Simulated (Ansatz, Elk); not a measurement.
**KAl3: X-ray structure factors from the self-consistent density**

Structure refinements treat a crystal as free atoms side by side. For a made-up structure of KAl3 (cell and positions from a r2SCAN relaxation) the runs below show what the calculated density changes in F(hkl).

Calculated with Elk 11.2.3 (patched build); DFT, PBE, all-electron APW+lo, Dirac cores, scalar-relativistic bands, static density, no spin.

The structure was built from a prototype and need not be the compound's stable phase.

## 1. Set-up

It takes space group Fm-3m (No. 225, cubic). Conventional cell: a = 7.048 Å, b = 7.048 Å, c = 7.048 Å, α = 90.00°, β = 90.00°, γ = 90.00°. Nearest to K lie 8 Al at 3.05 Å. Nearest to Al lie 8 Al at 3.05 Å. Nearest to Al lie 4 K at 3.05 Å and 4 Al at 3.05 Å. Farther neighbours are not listed.

## 2. Ground state and structure factors

An all-electron density is needed, since X-rays see the cores too. Task 0 finds the density and task 195 Fourier-transforms it; tshift is off so that phases refer to the origin typed.

Contents of elk.in:

```
tasks
  0
  195

xctype
  20

spinpol
  .false.

rgkmax
  7.0

gmaxvr
  14.0

lmaxo
  7

lmaxapw
  8

swidth
  0.002

tshift
  .false.

ramdisk
  .false.

hmaxvr
  5.5

maxscl
  120

epspot
  1e-06

sppath
  './'

avec
  0.00000000000 6.65899139442 6.65899139442
  6.65899139442 0.00000000000 6.65899139442
  6.65899139442 6.65899139442 -0.00000000000

atoms
  2
  'K.in'
  1
  0.0000000000 -0.0000000000 -0.0000000000   0.000000 0.000000 0.000000
  'Al.in'
  3
  0.5000000000 0.5000000000 0.5000000000   0.000000 0.000000 0.000000
  0.7500000000 0.7500000000 0.7500000000   0.000000 0.000000 0.000000
  0.2500000000 0.2500000000 0.2500000000   0.000000 0.000000 0.000000

ngridk
  6 6 6
```

Launch:

```
$ OMP_NUM_THREADS=4 elk
```

Numbers of over 12 decimals in the logs are rounded to 6 here.

What it wrote:

```text
┌─────────────────────────┐
│ Elk code version 11.2.3 │
└─────────────────────────┘

All units are atomic (Hartree, Bohr, etc.)

┌─────────────────────────────────────────────────┐
│ Ground-state run starting from atomic densities │
└─────────────────────────────────────────────────┘

Lattice vectors :
   0.000000000       6.658991394       6.658991394
   6.658991394       0.000000000       6.658991394
   6.658991394       6.658991394      -0.000000000

Reciprocal lattice vectors :
 -0.4717820564      0.4717820564      0.4717820564
  0.4717820564     -0.4717820564      0.4717820564
  0.4717820564      0.4717820564     -0.4717820564

Unit cell volume      :    590.5482088
Brillouin zone volume :   0.4200338088

Muffin-tin inner radius fraction :   0.1000000000E-01

Nuclei treated as point charges

Species : 1 (K)
 parameters loaded from : K.in
 name : potassium
 nuclear charge    :   -19.00000000
 electronic charge :    19.00000000
 atomic mass :    71271.84090
 muffin-tin radius :    2.400000000
 number of radial points in muffin-tin :    993
 inner part over the whole radius :   0.9891652203E-02
 number on inner part of muffin-tin    :    697
 approximate nuclear radius :   0.6514746337E-04
 number of mesh points to nuclear radius :    319
 atomic positions (lattice), magnetic fields (Cartesian) :
  1 :   0.00000000  0.00000000  0.00000000    0.00000000  0.00000000  0.00000000

Species : 2 (Al)
 parameters loaded from : Al.in
 name : aluminium
 nuclear charge    :   -13.00000000
 electronic charge :    13.00000000
 atomic mass :    49184.33496
 muffin-tin radius :    2.200000000
 number of radial points in muffin-tin :    793
 inner part over the whole radius :   0.9821194981E-02
 number on inner part of muffin-tin    :    552
 approximate nuclear radius :   0.5839653600E-04
 number of mesh points to nuclear radius :    244
 atomic positions (lattice), magnetic fields (Cartesian) :
  1 :   0.50000000  0.50000000  0.50000000    0.00000000  0.00000000  0.00000000
  2 :  -0.25000000 -0.25000000 -0.25000000    0.00000000  0.00000000  0.00000000
  3 :   0.25000000  0.25000000  0.25000000    0.00000000  0.00000000  0.00000000

Total number of atoms per unit cell :    4
Total muffin-tin volume :    191.7125501
 ratio of muffin-tin to unit cell volume :   0.3246348854

Spin treatment :
 spin-unpolarised

Number of Bravais lattice symmetries :   48
Number of crystal symmetries         :   48
Crystal has inversion symmetry
Real symmetric eigensolver will be used

k-point grid :      6     6     6
k-point offset :    0.000000000       0.000000000       0.000000000
k-point set is reduced with full crystal symmetry group
Total number of k-points :       16

Muffin-tin radius times maximum |G+k| :    7.000000000
 using average radius
Maximum |G+k| for APW functions       :    3.111111111
Maximum (1/2)|G+k|²                   :    4.839506173
Maximum |G| for potential and density :    14.00000000
Constant for pseudocharge density :    8
 order of it for each species :   15  15
 order of it for pair densities of each species (exact exchange by exxq0 0: 16) :   11   9
Radial integration step length :    1

G-vector grid sizes :     42    42    42
Number of G-vectors :    27317

Maximum angular momentum used for
 APW functions            :    8
 outer part of muffin-tin :    7
 inner part of muffin-tin :    2

Total nuclear charge    :   -58.00000000
Total core charge       :    22.00000000
Total valence charge    :    36.00000000
Total excess charge     :    0.000000000
Total electronic charge :    58.00000000

Effective Wigner radius, rₛ :    1.344558135

Number of empty states         :     16
Total number of valence states :     35
Total number of core states    :     22

Third-order local-orbitals added for an l without core states : T
Total number of local-orbitals :     38

Exchange-correlation functional :     20     0     0
 Perdew-Burke-Ernzerhof, Phys. Rev. Lett. 77, 3865 (1996)
 gradient requirement :    1
[...]
xc potential                :     -115.94025091559
 exchange                    :     -86.945556093497
 correlation                 :     -2.281024
 electron entropic           :    -0.56194655224898E-03
 total energy                :     -1331.8791734307

Density of states at Fermi energy :    44.53242770
 (states/Hartree/unit cell)

Estimated indirect band gap :   0.2560748073E-02
 from k-point 15 to k-point 9
Estimated direct band gap   :   0.7105944252E-02
 at k-point 15

Charges :
 core                        :    22.00000000
 valence                     :    36.00000000
 interstitial                :    7.035928437
 muffin-tins (core leakage)
  species : 1 (K)
   atom 1                    :    17.70312060     ( -0.1006578145E-06)
  species : 2 (Al)
   atom 1                    :    11.07903391     (  0.4749309346E-03)
[...]
total in muffin-tins        :    50.96407156
 total calculated charge     :    57.99855704
 total charge                :    58.00000000
 error                       :   0.1442963801E-02

RMS change in Kohn-Sham potential (target) :   0.6032629882     (  0.1000000000E-05)
Absolute change in total energy (target)   :   0.8824376204     (  0.1000000000E-03)

[... loops 3 to 12 left out ...]

┌──────────────────┐
│ Loop number : 13 │
└──────────────────┘

Energies :
 Fermi                       :     0.194420
 sum of occupied eigenvalues :     -738.32902601185
 electron kinetic            :      1336.0602526039
 core electron kinetic       :      1114.0914649058
 Coulomb                     :     -2577.3358957513
 Coulomb potential           :     -1959.0745928783
 nuclear-nuclear             :     -233.54661112632
 electron-nuclear            :     -2733.5054621947
 Hartree                     :      389.71617756979
 Madelung                    :     -1597.7985993121
 xc potential                :     -115.31468573741
 exchange                    :     -86.974435318503
 correlation                 :     -2.280305
 electron entropic           :    -0.56499631478620E-03
 total energy                :     -1330.5309484659

Density of states at Fermi energy :    45.75829475
 (states/Hartree/unit cell)

Estimated indirect band gap :   0.1608244646E-02
 from k-point 15 to k-point 9
Estimated direct band gap   :   0.6811113236E-02
 at k-point 15

Charges :
 core                        :    22.00000000
 valence                     :    36.00000000
 interstitial                :    6.970300019
 muffin-tins (core leakage)
  species : 1 (K)
[...]
species : 2 (Al)
[...]
total in muffin-tins        :    51.02969998
 total calculated charge     :    57.99859686
 total charge                :    58.00000000
 error                       :   0.1403144433E-02

RMS change in Kohn-Sham potential (target) :   0.1079482353E-06 (  0.1000000000E-05)
Absolute change in total energy (target)   :   0.4074721460E-04 (  0.1000000000E-03)

Convergence targets achieved

┌──────────────────┐
│ Loop number : 14 │
└──────────────────┘

Energies :
 Fermi                       :     0.194420
 sum of occupied eigenvalues :     -738.32902632547
 electron kinetic            :      1336.0602534013
 core electron kinetic       :      1114.0914654121
 Coulomb                     :     -2577.3358966932
 Coulomb potential           :     -1959.0745934124
 nuclear-nuclear             :     -233.54661112632
 electron-nuclear            :     -2733.5054634899
 Hartree                     :      389.71617792302
 Madelung                    :     -1597.7985999870
 xc potential                :     -115.31468631430
 exchange                    :     -86.974435377001
 correlation                 :     -2.280305
 electron entropic           :    -0.56499633198868E-03
 total energy                :     -1330.5309486701

Density of states at Fermi energy :    45.75829672
 (states/Hartree/unit cell)

Estimated indirect band gap :   0.1608243760E-02
 from k-point 15 to k-point 9
Estimated direct band gap   :   0.6811112758E-02
 at k-point 15

Charges :
 core                        :    22.00000000
 valence                     :    36.00000000
 interstitial                :    6.970300007
 muffin-tins (core leakage)
  species : 1 (K)
[...]
species : 2 (Al)
   atom 1                    :    11.08003214     (  0.4575856529E-03)
   atom 2                    :    11.10946497     (  0.4613446160E-03)
   atom 3                    :    11.10946497     (  0.4613446160E-03)
 total in muffin-tins        :    51.02969999
 total calculated charge     :    57.99859686
 total charge                :    58.00000000
 error                       :   0.1403144353E-02

┌──────────────────────────────┐
│ Self-consistent loop stopped │
└──────────────────────────────┘

Warning : core states of species 2 leak from the muffin-tin :   0.4613446160E-03

Wrote STATE.OUT
```

Wall time 23 s (4 threads of Arm Neoverse N1, shared host); peak memory 0.16 GiB.

SFACRHO.OUT:

```text

h k l indices transformed by vhmat matrix:
   1.000000000       0.000000000       0.000000000    
   0.000000000       1.000000000       0.000000000    
   0.000000000       0.000000000       1.000000000    

      h      k      l  multipl.   |H|            Re(F)            Im(F)           |F|

      0      0      0      1   0.0000000       57.999999     -0.17710593E-16   57.999999    
      1      1      1      8  0.81715049       5.3082224      0.40977514E-14   5.3082224    
      0     -1     -1      6  0.94356411       5.1865491      0.23110023E-14   5.1865491    
      1      2      1     12   1.3344012       40.929511     -0.43872124E-14   40.929511    
      0     -1     -2     24   1.5647241       4.1989272     -0.30733135E-14   4.1989272    
     -2      0      0      8   1.6343010       3.9957498      0.21679266E-14   3.9957498    
      2      2      0      6   1.8871282       35.446931     -0.38668229E-14   35.446931    
     -3     -1     -1     24   2.0564503       2.9816706     -0.51221892E-14   2.9816706    
     -1      1      2     24   2.1098735       2.9372085     -0.18960001E-14   2.9372085    
      2      3      3     24   2.3112506       31.982893     -0.72734837E-14   31.982893    
      3      1      3     24   2.4514515       2.4745428     -0.19464319E-13   2.4745428    
      0      0      3      8   2.4514515       2.4983288      0.20488757E-14   2.4983288    
      0     -2      2     12   2.6688023       29.301401     -0.59447956E-14   29.301401    
     -4     -1     -2     48   2.7911003       2.2495910      0.17415443E-13   2.2495910    
     -1      3      0     24   2.8306923       2.2474733      0.42082986E-14   2.2474733    
      3      3      0      6   2.8306923       2.2315567     -0.47967613E-14   2.2315567    
     -4     -1     -3     24   2.9838117       27.107480      0.61493797E-14   27.107480    
      4      1      0     24   3.0936818       2.1817683     -0.81955027E-14   2.1817683
```

Elk indexes on the primitive cell of elk.in and gives |H| = 4π sin θ/λ in inverse bohr. Below, one row stands for each form hkl of the conventional cell (m members, Friedel mates merged), F is for one primitive cell and the density is static (no thermal factor). Free-atom factors are Waasmaier and Kirfel's, and R is Σm||F|−|F'||/Σm|F|.

```csv
hkl,m,sin θ/λ (Å⁻¹),"abs F, DFT",neutral atoms,diff.
111,8,0.123,5.308,5.391,-0.083
200,6,0.142,5.186,5.257,-0.071
220,12,0.201,40.929,41.153,-0.223
311,24,0.235,4.199,4.029,+0.169
222,8,0.246,3.996,3.869,+0.127
400,6,0.284,35.447,35.546,-0.099
331,24,0.309,2.982,2.997,-0.015
420,24,0.317,2.937,2.906,+0.031
422,24,0.348,31.983,31.983,+0.000
511,24,0.369,2.474,2.456,+0.018
333,8,0.369,2.498,2.456,+0.042
440,12,0.401,29.301,29.296,+0.005
531,48,0.420,2.250,2.227,+0.022
442,24,0.426,2.248,2.213,+0.035
600,6,0.426,2.232,2.213,+0.019
620,24,0.449,27.108,27.127,-0.019
533,24,0.465,2.182,2.172,+0.010
622,24,0.471,2.192,2.173,+0.019
444,8,0.491,25.287,25.312,-0.025
711,24,0.507,2.214,2.207,+0.006
551,24,0.507,2.214,2.207,+0.006
640,24,0.512,2.225,2.215,+0.010
```

## 3. The highest occupied states alone

An energy window below the Fermi level keeps the highest occupied states, to see at which angles they scatter; shallow core shells can lie inside it and anion s states outside. No new self-consistency is needed.

elk.in, as its differences from that of step 2:

```diff
@@ -1,3 +1,2 @@
 tasks
-  0
   195
@@ -40,2 +39,5 @@
 
+wsfac
+  -0.356820 0.494420
+
 sppath
```

Launch:

```
$ OMP_NUM_THREADS=4 elk
```

What it wrote:

```text
┌─────────────────────────────────┐
│ Elk code version 11.2.3 started │
└─────────────────────────────────┘

Info(readinput): the functional depends on the density's gradient
 muffin-tin radial points multiplied by    2.00000
 (not where nrmtscf is given)

┌────────────────────┐
│ Current task : 195 │
└────────────────────┘

Info(sfacrho): density structure factors written to SFACRHO.OUT

 Energy window :  -0.3568200000      0.4944200000

┌──────────────────┐
│ Elk code stopped │
└──────────────────┘
```

Run time: 11 s. Hardware: 4 threads; peak memory 0.16 GiB.

States within 15 eV below the Fermi level hold 16.00 electrons; any levels below the window count with the cores. Their amplitudes can exceed the total, where window and core parts have opposite phase:

```csv
hkl,sin θ/λ (Å⁻¹),"abs F, window","abs F, all"
111,0.123,3.427,5.308
200,0.142,3.333,5.186
220,0.201,3.234,40.929
311,0.235,2.427,4.199
222,0.246,2.221,3.996
400,0.284,1.196,35.447
331,0.309,1.156,2.982
420,0.317,1.097,2.937
422,0.348,0.569,31.983
511,0.369,0.530,2.474
```

## 4. Another functional

The difference from free atoms is small, so it is set against the change that PBEsol makes.

elk.in, as its differences from that of step 3:

```diff
@@ -1,2 +1,3 @@
 tasks
+  0
   195
@@ -4,3 +5,3 @@
 xctype
-  20
+  22
 
@@ -39,5 +40,2 @@
 
-wsfac
-  -0.356820 0.494420
-
 sppath
```

Launch:

```
$ OMP_NUM_THREADS=4 elk
```

What it wrote:

```text
┌─────────────────────────┐
│ Elk code version 11.2.3 │
└─────────────────────────┘

All units are atomic (Hartree, Bohr, etc.)

┌─────────────────────────────────────────────────┐
│ Ground-state run starting from atomic densities │
└─────────────────────────────────────────────────┘

Lattice vectors :
   0.000000000       6.658991394       6.658991394
   6.658991394       0.000000000       6.658991394
   6.658991394       6.658991394      -0.000000000

Reciprocal lattice vectors :
 -0.4717820564      0.4717820564      0.4717820564
[...]
muffin-tins (core leakage)
  species : 1 (K)
[...]
species : 2 (Al)
[...]
atom 2                    :    11.10600344     (  0.4703807921E-03)
   atom 3                    :    11.10600344     (  0.4703807921E-03)
 total in muffin-tins        :    51.01631507
 total calculated charge     :    57.99856949
 total charge                :    58.00000000
 error                       :   0.1430514937E-02

┌──────────────────────────────┐
│ Self-consistent loop stopped │
└──────────────────────────────┘

Warning : core states of species 2 leak from the muffin-tin :   0.4703807921E-03

Wrote STATE.OUT
[key lines of the parts left out:]
total energy                :     -1328.3066320404
```

Elapsed: 23 s, on 4 threads; peak memory 0.16 GiB.

Against the first run R = 0.08 %; the largest change is -0.021 at 220.

## 5. Basis size

The basis and the expansions that go with it are enlarged, to see whether the differences are converged.

elk.in, as its differences from that of step 4:

```diff
@@ -5,3 +5,3 @@
 xctype
-  22
+  20
 
@@ -11,12 +11,12 @@
 rgkmax
-  7.0
+  8.5
 
 gmaxvr
-  14.0
+  18.0
 
 lmaxo
-  7
+  9
 
 lmaxapw
-  8
+  10
```

Launch:

```
$ OMP_NUM_THREADS=4 elk
```

What it wrote:

```text
┌─────────────────────────┐
│ Elk code version 11.2.3 │
└─────────────────────────┘

All units are atomic (Hartree, Bohr, etc.)

┌─────────────────────────────────────────────────┐
│ Ground-state run starting from atomic densities │
└─────────────────────────────────────────────────┘

Lattice vectors :
   0.000000000       6.658991394       6.658991394
   6.658991394       0.000000000       6.658991394
   6.658991394       6.658991394      -0.000000000

Reciprocal lattice vectors :
 -0.4717820564      0.4717820564      0.4717820564
[...]
muffin-tins (core leakage)
  species : 1 (K)
[...]
species : 2 (Al)
[...]
atom 2                    :    11.11008179     (  0.4613104549E-03)
   atom 3                    :    11.11008179     (  0.4613104549E-03)
 total in muffin-tins        :    51.03261644
 total calculated charge     :    57.99861673
 total charge                :    58.00000000
 error                       :   0.1383274283E-02

┌──────────────────────────────┐
│ Self-consistent loop stopped │
└──────────────────────────────┘

Warning : core states of species 2 leak from the muffin-tin :   0.4613104549E-03

Wrote STATE.OUT
[key lines of the parts left out:]
total energy                :     -1330.5334310527
```

Run time: 58 s. Hardware: 4 threads; peak memory 0.29 GiB.

Against the first run R = 0.01 %; the largest change is -0.003 at 444.

## 6. Basis size

A smaller basis shows how fast F responds to it; the change is likely larger than the basis error of the first run, but doesn't show convergence.

elk.in, as its differences from that of step 5:

```diff
@@ -11,12 +11,12 @@
 rgkmax
-  8.5
+  5.5
 
 gmaxvr
-  18.0
+  14.0
 
 lmaxo
-  9
+  7
 
 lmaxapw
-  10
+  8
```

Launch:

```
$ OMP_NUM_THREADS=4 elk
```

What it wrote:

```text
┌─────────────────────────┐
│ Elk code version 11.2.3 │
└─────────────────────────┘

All units are atomic (Hartree, Bohr, etc.)

┌─────────────────────────────────────────────────┐
│ Ground-state run starting from atomic densities │
└─────────────────────────────────────────────────┘

Lattice vectors :
   0.000000000       6.658991394       6.658991394
   6.658991394       0.000000000       6.658991394
   6.658991394       6.658991394      -0.000000000

Reciprocal lattice vectors :
 -0.4717820564      0.4717820564      0.4717820564
[...]
muffin-tins (core leakage)
  species : 1 (K)
[...]
species : 2 (Al)
[...]
atom 2                    :    11.10639928     (  0.4617865012E-03)
   atom 3                    :    11.10639928     (  0.4617865012E-03)
 total in muffin-tins        :    51.00201565
 total calculated charge     :    57.99857885
 total charge                :    58.00000000
 error                       :   0.1421149177E-02

┌──────────────────────────────┐
│ Self-consistent loop stopped │
└──────────────────────────────┘

Warning : core states of species 2 leak from the muffin-tin :   0.4617865012E-03

Wrote STATE.OUT
[key lines of the parts left out:]
total energy                :     -1330.5096515273
```

It took 21 s on 4 threads; peak memory 0.16 GiB.

Against the first run R = 0.03 %; the largest change is +0.016 at 440.

## 7. Settings against the effect

```csv
run,R against the first run (%),"R against neutral atoms, low angle (%)",wall time
"PBE, rgkmax 7",0.00,1.04,23 s
PBEsol,0.08,1.02,23 s
rgkmax 8.5 with larger expansions,0.01,1.04,58 s
rgkmax 5.5,0.03,1.02,21 s
```

## 8. Results

```
R against neutral atoms, sin θ/λ < 0.3 Å⁻¹ : 1.04 %
R against neutral atoms, 0.3 to 0.82 Å⁻¹   : 0.21 %
```

Independent neutral atoms miss the calculated amplitudes by R = 1.04 % below 0.3 Å⁻¹ and 0.21 % from there to 0.82 Å⁻¹; by shells, 1.48 % below 0.15 Å⁻¹ (2 forms), 1.00 % 0.15 to 0.3 (4 forms), 0.21 % 0.3 to 0.45 (10 forms), 0.21 % above 0.45 (48 forms). Bonding, aspherical density and the tables' own atoms all enter these figures, and the runs don't part them. The largest change of an amplitude is -0.22 electrons, at 220. The window's part falls from 16.0 electrons at the origin to at most 0.18 between 0.45 and 0.82 Å⁻¹. The window holds more than the 10 outer electrons of the free atoms, so shallow core shells lie inside it. Below 0.3 Å⁻¹ the changes that finished (PBEsol, rgkmax 8.5 with larger expansions and rgkmax 5.5) move F by R = 0.09 % at most, against the 1.04 % that separates it from free atoms. The k-mesh has no finished test. Part of the difference isn't bonding: the tables are fits to free atoms and ions calculated by other methods than this functional. Thermal motion, anomalous dispersion and extinction are left out.

[Logs are printed without paths, hosts, clocks, repeated set-up lines and the standing remarks that a program may print on its own settings, such as how far it seeks lower states.]

[Hosts, paths, dates, database ids (printed as entryN), source tags and the programs' standing remarks are cut or masked in the printed files.]
